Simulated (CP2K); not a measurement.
Two runs for the S L₂,₃ edge of 3-mercaptopyridine. Run A: CP2K XAS_TDP, all-electron GAPW, PBEh(45%), aug-cc-pVDZ, TDA, ZORA, spin–orbit coupling. Run B has a fault in its input.

First lines with a strength over 0.0003. A:

| atom | energy (eV) | states | strength, one atom |
| --- | --- | --- | --- |
| S1 (bonded to C and H) | 163.57 | 1 | 0.0017 |
|  | 163.84 | 1 | 0.0013 |
|  | 164.65 | 1 | 0.0013 |
|  | 164.87 | 1 | 0.0020 |
|  | 164.92 | 1 | 0.0015 |

B:

| atom | energy (eV) | states | strength, one atom |
| --- | --- | --- | --- |
| S1 (bonded to C and H) | 161.57 | 1 | 0.0024 |
|  | 161.84 | 1 | 0.0018 |
|  | 162.53 | 1 | 0.0023 |
|  | 162.86 | 1 | 0.0045 |
|  | 163.33 | 1 | 0.0022 |

What went wrong in run B?

The basis is far too small (basis from aug-cc-pVDZ to 3-21G*). The lowest line over the strength cut lies at 161.57 eV, against 163.57 eV (PBEh(45%), aug-cc-pVDZ). Another fault could leave a like mark.

[Hosts, paths, dates, database ids (printed as entryN), source tags and the programs' standing remarks are cut or masked in the printed files.]
